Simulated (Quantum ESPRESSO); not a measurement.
**LiF (Griceite): a mode Grüneisen parameter, worked out**

Aim: the Grüneisen parameter and the pressure coefficient of an optical mode of LiF (Griceite).

Calculated with Quantum ESPRESSO 7.5; DFT LDA, scalar-relativistic, plane waves, GBRV ultrasoft pseudopotentials.

## 1. The relaxed structure

Symmetry: Fm-3m, No. 225, cubic system. Conventional cell: a = 3.912 Å, b = 3.912 Å, c = 3.912 Å, α = 90.00°, β = 90.00°, γ = 90.00°. Nearest to Li lie 6 F at 1.96 Å. Nearest to F lie 6 Li at 1.96 Å. Farther neighbours and most contacts between anions are not listed.

This is the cell after its relaxation at this level of theory, not the database cell from which that began.

## 2. Runs at several volumes

The relaxed cell is scaled uniformly; in this structure symmetry fixes all atoms, so nothing has to be relaxed anew. Each volume gets a ground state and a response at Γ. The mode followed is the highest one without the macroscopic field, of symmetry T1u; longitudinal polar modes lie higher. Cutoff 55 Ry, k mesh 12×12×12.

From the response at V/V₀ = 0.94:

What it wrote:

```text
[banners, grids, parts of the stress and lines that vanish by symmetry left out]
Program PHONON v.7.5
     Reading xml data from directory:

[...]
Exchange-correlation= PZ
                           (   1   1   0   0   0   0   0)
[...]
kinetic-energy cut-off    =      55.0000  Ry
     charge density cut-off    =     440.0000  Ry
     convergence threshold     =      1.0E-18
[...]
Exchange-correlation= PZ
                           (   1   1   0   0   0   0   0)
[...]
q = (   0.0000000   0.0000000   0.0000000 )
     49 Sym.Ops. (with q -> -q+G )
     G cutoff =  292.2202  (  14841 G-vectors)     FFT grid: ( 36, 36, 36)
     G cutoff =  146.1101  (   5209 G-vectors)  smooth grid: ( 25, 25, 25)
     number of k points=    72
[...]
Mode symmetry, O_h (m-3m)  point group:
[...]
Dielectric constant
[...]
End of electric fields calculation
          Dielectric constant in cartesian axis
          (       2.129591367       0.000000000       0.000000000 )
          (       0.000000000       2.129591367      -0.000000000 )
          (       0.000000000      -0.000000000       2.129591367 )
          Effective charges (d Force / dE) in cartesian axis without acoustic sum rule applied (asr)
           atom    1  Li    Mean Z*:        1.03132
      Ex  (        1.03132       -0.00000       -0.00000 )
      Ey  (       -0.00000        1.03132       -0.00000 )
      Ez  (        0.00000        0.00000        1.03132 )
           atom    2  F     Mean Z*:       -1.03083
      Ex  (       -1.03083       -0.00000       -0.00000 )
      Ey  (       -0.00000       -1.03083        0.00000 )
      Ez  (       -0.00000        0.00000       -1.03083 )
          Effective charges Sum: Mean:        0.00049
[...]
Effective charges (d Force / dE) in cartesian axis with asr applied:
           atom    1  Li    Mean Z*:        1.03108
[...]
atom    2  F     Mean Z*:       -1.03108
[...]
Representation #   1 modes #   1   2   3
[...]
End of self-consistent calculation
     Convergence has been achieved
     Representation #   2 modes #   4   5   6
[...]
End of self-consistent calculation
     Convergence has been achieved
[...]
Dielectric constant in cartesian axis
          (       2.129591367       0.000000000       0.000000000 )
          (       0.000000000       2.129591367      -0.000000000 )
          (       0.000000000      -0.000000000       2.129591367 )
          Effective charges (d Force / dE) in cartesian axis without acoustic sum rule applied (asr)
           atom    1  Li    Mean Z*:        1.03132
      Ex  (        1.03132       -0.00000       -0.00000 )
      Ey  (       -0.00000        1.03132       -0.00000 )
      Ez  (        0.00000        0.00000        1.03132 )
           atom    2  F     Mean Z*:       -1.03083
      Ex  (       -1.03083       -0.00000       -0.00000 )
      Ey  (       -0.00000       -1.03083        0.00000 )
      Ez  (       -0.00000        0.00000       -1.03083 )
          Effective charges Sum: Mean:        0.00049
[...]
Effective charges (d Force / dE) in cartesian axis with asr applied:
           atom    1  Li    Mean Z*:        1.03108
[...]
atom    2  F     Mean Z*:       -1.03108
[...]
q = (    0.000000000   0.000000000   0.000000000 )
[...]
freq (    1) =      -0.417204 [THz] =     -13.916420 [cm-1]
     freq (    2) =      -0.417204 [THz] =     -13.916420 [cm-1]
     freq (    3) =      -0.417204 [THz] =     -13.916420 [cm-1]
     freq (    4) =      11.953499 [THz] =     398.725821 [cm-1]
     freq (    5) =      11.953499 [THz] =     398.725821 [cm-1]
     freq (    6) =      11.953499 [THz] =     398.725821 [cm-1]
[...]
Mode symmetry, O_h (m-3m)  point group:
     freq (   1-   3) =        -13.9  [cm-1]   --> T_1u G_15  G_4- I
     freq (   4-   6) =        398.7  [cm-1]   --> T_1u G_15  G_4- I

   JOB DONE.
```

One volume, V/V₀ = 1, is held back as a test.

```csv
V/V₀,volume (Å³/atom),pressure (GPa),ω (cm⁻¹)
0.94,7.034,6.13,398.73
0.97,7.258,2.82,370.13
1,7.483,-0.01,held back
1.03,7.707,-2.42,316.33
1.06,7.932,-4.47,290.29
```

## 3. The fit

The mode Grüneisen parameter is γ = −d ln ω / d ln V.

| ln(V/V₀) | ln ω |
| --- | --- |
| -0.0619 | 5.9883 |
| -0.0305 | 5.9139 |
| 0.0296 | 5.7568 |
| 0.0583 | 5.6709 |

A straight line through these points has the slope -2.636, so γ = 2.64; at V/V₀ = 1 it predicts ω = exp(5.8295 + 0.0000) = 340.18 cm⁻¹.

A parabola of pressure against ln V through V/V₀ = 0.97, 1 and 1.03 gives the bulk modulus B = −dP/d ln V = 87 GPa at V₀. With ω₀ from the fitted line the pressure coefficient follows as dω/dP = γ ω₀ / B = 2.64 × 340.2 / 87 = 10.3 cm⁻¹/GPa.

## 4. The run that was held back

What it wrote:

```text
[banners, grids, parts of the stress and lines that vanish by symmetry left out]
[banner, memory and clock lines left out]
Program PHONON v.7.5

[...]
Exchange-correlation= PZ
                           (   1   1   0   0   0   0   0)
[...]
kinetic-energy cut-off    =      55.0000  Ry
     charge density cut-off    =     440.0000  Ry
     convergence threshold     =      1.0E-18
[...]
Exchange-correlation= PZ
                           (   1   1   0   0   0   0   0)
[...]
q = (   0.0000000   0.0000000   0.0000000 )
     49 Sym.Ops. (with q -> -q+G )
     G cutoff =  304.5264  (  15665 G-vectors)     FFT grid: ( 36, 36, 36)
     G cutoff =  152.2632  (   5601 G-vectors)  smooth grid: ( 25, 25, 25)
     number of k points=    72
[...]
Mode symmetry, O_h (m-3m)  point group:
[...]
Dielectric constant
[...]
End of electric fields calculation
          Dielectric constant in cartesian axis
          (       2.111236024       0.000000000       0.000000000 )
          (       0.000000000       2.111236024      -0.000000000 )
          (       0.000000000      -0.000000000       2.111236024 )
          Effective charges (d Force / dE) in cartesian axis without acoustic sum rule applied (asr)
           atom    1  Li    Mean Z*:        1.03835
      Ex  (        1.03835       -0.00000       -0.00000 )
      Ey  (       -0.00000        1.03835        0.00000 )
      Ez  (       -0.00000        0.00000        1.03835 )
           atom    2  F     Mean Z*:       -1.03787
      Ex  (       -1.03787       -0.00000       -0.00000 )
[...]
Representation #   1 modes #   1   2   3
[...]
End of self-consistent calculation
     Convergence has been achieved
     Representation #   2 modes #   4   5   6
[...]
End of self-consistent calculation
     Convergence has been achieved
[...]
Dielectric constant in cartesian axis
          (       2.111236024       0.000000000       0.000000000 )
          (       0.000000000       2.111236024      -0.000000000 )
          (       0.000000000      -0.000000000       2.111236024 )
          Effective charges (d Force / dE) in cartesian axis without acoustic sum rule applied (asr)
           atom    1  Li    Mean Z*:        1.03835
      Ex  (        1.03835       -0.00000       -0.00000 )
      Ey  (       -0.00000        1.03835        0.00000 )
      Ez  (       -0.00000        0.00000        1.03835 )
           atom    2  F     Mean Z*:       -1.03787
      Ex  (       -1.03787       -0.00000       -0.00000 )
      Ey  (       -0.00000       -1.03787       -0.00000 )
      Ez  (        0.00000        0.00000       -1.03787 )
          Effective charges Sum: Mean:        0.00048
[...]
Effective charges (d Force / dE) in cartesian axis with asr applied:
           atom    1  Li    Mean Z*:        1.03811
[...]
atom    2  F     Mean Z*:       -1.03811
[...]
q = (    0.000000000   0.000000000   0.000000000 )
[...]
freq (    1) =      -0.621473 [THz] =     -20.730116 [cm-1]
     freq (    2) =      -0.621473 [THz] =     -20.730116 [cm-1]
     freq (    3) =      -0.621473 [THz] =     -20.730116 [cm-1]
     freq (    4) =      10.261954 [THz] =     342.301938 [cm-1]
     freq (    5) =      10.261954 [THz] =     342.301938 [cm-1]
     freq (    6) =      10.261954 [THz] =     342.301938 [cm-1]
[...]
Mode symmetry, O_h (m-3m)  point group:
     freq (   1-   3) =        -20.7  [cm-1]   --> T_1u G_15  G_4- I
     freq (   4-   6) =        342.3  [cm-1]   --> T_1u G_15  G_4- I
```

It gives 342.30 cm⁻¹ against the predicted 340.18 cm⁻¹, a miss of 2 cm⁻¹.

## 5. Results

| Property | Result |
| --- | --- |
| mode Grüneisen parameter | 2.636 |
| bulk modulus | 87.0 GPa |
| pressure coefficient | 10.3 cm⁻¹/GPa |

The highest optical mode of LiF (Griceite) without the LO-TO term stiffens by 10.3 cm⁻¹ a GPa near the relaxed volume, with γ = 2.64. The power law meets all 5 runs within 0.62 %; between neighbouring volumes γ runs from 2.37 to 2.99. Such a coefficient turns a measured shift of this mode into a hydrostatic stress; uniaxial or biaxial stress splits the mode and needs deformation potentials. The acoustic modes of the response miss zero by 21 cm⁻¹, a numerical error that can touch the optical modes as well. These are harmonic values at zero temperature for the structure held cubic, which a run at Γ can't show to be stable; the bulk modulus rests on three points.

[Host names and launcher messages were left out of these logs when they were recorded.]

[Logs are printed without paths, hosts, clocks, repeated set-up lines and the standing remarks that a program may print on its own settings, such as how far it seeks lower states.]

[Hosts, paths, dates, database ids (printed as entryN), source tags and the programs' standing remarks are cut or masked in the printed files.]
